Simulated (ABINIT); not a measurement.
## A GW run on CsSnI3 (Pm-3m) in ABINIT, with inputs changed

A base run on CsSnI3 (Pm-3m), then changed inputs.

Method: PBE and many-body steps on it, plane waves, in ABINIT 10.8.3.

Most raw output is cut from this account.

**1. Starting point**

The structure is cubic, space group Pm-3m (No. 221). Conventional cell: a = 6.286 Å, b = 6.286 Å, c = 6.286 Å, α = 90.00°, β = 90.00°, γ = 90.00°. Nearest to Cs lie 12 I at 4.45 Å. Nearest to Sn lie 6 I at 3.14 Å. I has 2 Sn at 3.14 Å and 4 Cs at 4.45 Å nearest. Farther neighbours and most contacts between anions are not listed.

The cell and positions are those that the Materials Project relaxed with its own functionals (PBE, PBE+U or r2SCAN), kept fixed. Spin-orbit coupling is left out unless a step names it.

**2. Screening, 2×2×2 mesh, 366 bands, screening to 152.4 eV**

This step: ABINIT 10.8.3; RPA screening on PBE, plane waves, norm-conserving pseudopotentials.

The RPA dielectric matrix is built and inverted for each q.

run.abi

```
acell 3*1.0 Angstrom
rprim 
  6.286228000000 0.000000000000 0.000000000000
  0.000000000000 6.286228000000 0.000000000000
  0.000000000000 0.000000000000 6.286228000000
ntypat 3
znucl 55 50 53
natom 5
typat 1 2 3 3 3
xred 
  0.500000000000 0.500000000000 0.500000000000
  0.000000000000 0.000000000000 0.000000000000
  0.500000000000 0.000000000000 0.000000000000
  0.000000000000 0.000000000000 0.500000000000
  0.000000000000 0.500000000000 0.000000000000
pp_dirpath "pseudos"
pseudos "Cs.upf, Sn.upf, I.upf"
ecut 32
ngkpt 2 2 2
nshiftk 1
shiftk 0 0 0
kptopt 1
chksymbreak 0
istwfk *1
occopt 1
irdwfk 1
optdriver 3
nband 366
ecuteps 5.6
inclvkb 2
awtr 1
symchi 1
indata_prefix "in"
outdata_prefix "out"
tmpdata_prefix "tmp"
```

Started as:

```console
> OMP_NUM_THREADS=1 mpirun -n 4 abinit run.abi > log
```

Elapsed: 3.8 min, on 4 MPI ranks of Arm Neoverse V1, shared host; peak memory 3.9 GiB.

This step gave:

- ε∞ with local fields, on this mesh, along the program's q direction: 114.8
- the same without local fields: 142.6
- plasma frequency: 15.63 eV
- plane waves in the screening matrix: 1045

Local fields lower ε∞ by 19 %. The value itself is an artefact of the mesh, where one narrow direct gap carries too much weight.

**3. Base**

The self-energy is evaluated for the states that the input lists, and the levels follow from it, in one-shot runs by the linearised quasiparticle equation.

This step: G0W0 on PBE, plane waves, norm-conserving pseudopotentials.

Changes to run.abi since step 2:

```diff
@@ -26,8 +26,17 @@
 irdwfk 1
-optdriver 3
+optdriver 4
 nband 366
+gwcalctyp 0
+ecutsigx 32
+symsigma 1
+nkptgw 2
+kptgw 
+  0.5000000000 0.5000000000 0.5000000000
+  0.0000000000 0.0000000000 0.0000000000
+bdgw 
+  19 25
+  20 25
 ecuteps 5.6
-inclvkb 2
-awtr 1
-symchi 1
+irdscr 1
+ppmodel 1
 indata_prefix "in"
```

The job ended after 4.1 min (4 MPI ranks; peak memory 4.3 GiB; 16 min of CPU time).

This step gave:

```
G0W0 gap on the points computed              : 0.9180 eV
starting gap on the mesh                     : 0.4710 eV
k of the valence top                         : 0.5, 0.5, 0.5
k of the conduction bottom                   : 0.5, 0.5, 0.5
Z at the valence top                         : 0.772
Z at the conduction bottom                   : 0.778
least direct G0W0 gap on the computed points : 0.9180 eV
```

The gap on the mesh goes from 0.47 eV to 0.92 eV, a correction of +0.45 eV.

**4. Coulomb singularity**

Changes to run.abi since step 3:

```diff
@@ -41,2 +41,3 @@
 ppmodel 1
+gw_icutcoul 7
 indata_prefix "in"
```

It took 4.1 min on 4 MPI ranks; peak memory 4.3 GiB.

Numbers from this step:

```yaml
g0w0_gap_on_the_points_computed: 0.9160 eV
starting_gap_on_the_mesh: 0.4710 eV
k_of_the_valence_top: 0.5, 0.5, 0.5
k_of_the_conduction_bottom: 0.5, 0.5, 0.5
z_at_the_valence_top: 0.768
z_at_the_conduction_bottom: 0.774
least_direct_g0w0_gap_on_the_computed_points: 0.9160 eV
```

Against G0W0 in ABINIT (2×2×2 mesh, 366 bands, screening to 152.4 eV, Godby-Needs plasmon pole), the gap moves by −0.002 eV.

**5. The runs together**

Times are wall times on 4 MPI ranks of Arm Neoverse V1, shared host, good to a factor of about two. A run's time includes the screening step that it read.

```
                run   mesh  bands  screening cutoff (eV)  DFT gap (eV)  gap on the mesh (eV)  direct (eV)  ε∞ used     time
               base  2×2×2    366                  152.4         0.471                 0.918        0.918   114.82  7.9 min
Coulomb singularity  2×2×2    366                  152.4         0.471                 0.916        0.916   114.82  7.9 min
```

**6. What came out**

```yaml
base: 0.918 eV
coulomb_singularity: 0.916 eV
known_limits: not at the basis limit; exchange with frozen shells missing; screening runs away on this mesh; no spin-orbit coupling; coarse k mesh
```

In words: Coulomb singularity: −0.002 eV against base (keys changed: gw_icutcoul). Bands and cutoff are finite, so the gap is not at the basis limit. The miss can reach some tenths of an eV and take either sign; the mesh is an error of its own. In the first G0W0 run levels were corrected at 2 k points alone, so a gap called «on the mesh» is the least over those, and an edge elsewhere would be missed. The 2×2×2 mesh is coarse for this cell, which bears on the long-range parts of exchange and screening. This is the ideal cubic cell; many perovskites, halides above all, are cubic only on average, and local tilts or off-centring can widen the gap. The norm-conserving file of at least one element keeps a d shell over frozen s and p shells of the same row. Exchange with those shells is missing from the self-energy, an error of 0.3 to 0.9 eV in cases checked, whose sign depends on which edge lies on those atoms. On this mesh the RPA ε∞ passes 90, more than nearly any semiconductor shows; a coarse mesh does this where one point with a narrow direct gap carries much weight. The screening is then too strong, and the G0W0 gap should not be taken as the material's. The many-body steps are scalar-relativistic: spin-orbit coupling is not in them.

[Paths, hosts, dates, memory and timing lines, banners, echoed tables and standing remarks are left out of the program output.]

[Logs are printed without paths, hosts, clocks, repeated set-up lines and the standing remarks that a program may print on its own settings, such as how far it seeks lower states.]

[Runs of the session that timed out or met a known fault of the program may be left out.]

[No measured gap is set beside runs whose start may be inverted or whose files or cutoffs have a known fault.]

[Hosts, paths, dates, database ids (printed as entryN), source tags and the programs' standing remarks are cut or masked in the printed files.]

[G0W0 gaps are taken among the corrected bands and points alone; a level outside them can change the order at an edge.]

[Where Ansatz stands beside ABINIT at settings called matched, ABINIT's density can come from a denser mesh and the files from another edition; pairs whose starting gaps differed by over 0.03 eV were left out, so agreement reads better than it is.]
